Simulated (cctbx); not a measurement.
**What is wrong with this refinement?**

Cell a = 7.6240 Å, b = 8.6150 Å, c = 7.5700 Å, α = 90.00°, β = 98.46°, γ = 90.00°; space group C2/c (no. 15). The compound is Hg2As3F.

The data are simulated with cctbx, not measured: Cu Kα, λ = 1.54184 Å, to d = 0.83 Å, 95 % of the full sphere, strongest reflection 20000 counts, noise from counting, a 4 % proportional error and a noise floor of 15 counts (s.d.); no absorption.

An anisotropic refinement with weights 1/σ² prints:

```text
Rint 0.033, 443 unique reflections to 0.83 A
cycle     R1     wR2    GooF  max shift (A)
   1  0.0435  0.0999   2.954   0.00273
   2  0.0420  0.0948   2.804   0.00000
final R1 0.0420 wR2 0.0948 GooF 2.804  parameters 23  data/parameter 19.3
atom        x        y        z      Ueq    occ   su(xyz)  su(Uiso or U11)
Hg1    0.27375  0.14227  0.33881   0.0107  1.000  0.00009  0.0005
As1    0.87475  0.05484  0.51638   0.0134  1.000  0.00027  0.0010
As2    0.50000  0.29951  0.25000   0.0188  1.000  0.00037  0.0016
difference map: max 15.64 min -1.24 rms 0.72
Q1    0.0000  0.3667  0.2500    4   15.93  2.85 A from Hg1
Q2    0.2503  0.1481  0.3095    8    1.79  0.27 A from Hg1
Q3    0.0000  0.0308  0.7500    4    1.39  1.46 A from As2
Q4    0.1001  0.0814  0.9379    8    1.27  0.44 A from As1
Q5    0.0414  0.3938  0.0938    8    1.14  2.57 A from Hg1
Q6    0.0041  0.3289  0.5779    8    1.09  1.71 A from As2
```

Q: Accept it or mend it, and why?

Mend it. The fault: an atom left out, F at (1/2, 0.8655, 1/4). Against the right model at the same level, R1 goes from 0.0141 to 0.0420 and GooF from 0.94 to 2.80 and the top difference peak, 15.9 e/Å³, lies 2.85 Å from Hg1. Q1 is the missing atom. With scattering power missing, scale and phases suffer, so peaks may also grow on the heavy atoms.

The compound is Hg2As3F. The right model at the same level gives:

```text
Rint 0.033, 443 unique reflections to 0.83 A
cycle     R1     wR2    GooF  max shift (A)
   1  0.0183  0.0439   1.305   0.00534
   2  0.0141  0.0317   0.942   0.00001
final R1 0.0141 wR2 0.0317 GooF 0.942  parameters 28  data/parameter 15.8
atom        x        y        z      Ueq    occ   su(xyz)  su(Uiso or U11)
Hg1    0.27363  0.14230  0.33876   0.0113  1.000  0.00003  0.0002
As1    0.87494  0.05500  0.51661   0.0140  1.000  0.00009  0.0003
As2    0.50000  0.29955  0.25000   0.0195  1.000  0.00012  0.0005
F1     0.50000  0.86477  0.25000   0.0331  1.000  0.00078  0.0034
difference map: max 1.43 min -1.12 rms 0.30
Q1    0.0000  0.0293  0.7500    4    1.50  1.47 A from As2
Q2    0.0470  0.3968  0.0800    8    1.03  1.41 A from F1
Q3    0.1807  0.1225  0.0712    8    0.99  0.94 A from As1
Q4    0.0059  0.3272  0.5784    8    0.97  1.70 A from As2
Q5    0.1548  0.3108  0.9167    8    0.88  1.86 A from As2
Q6    0.1093  0.0806  0.2102    8    0.85  1.56 A from Hg1
```

The model was made for the exercise: a known structure type with other elements put in, its volume estimated, not relaxed; displacement parameters are assumed.

[Middle refinement cycles are left out of these outputs.]

[Logs are printed without paths, hosts, clocks, repeated set-up lines and the standing remarks that a program may print on its own settings, such as how far it seeks lower states.]
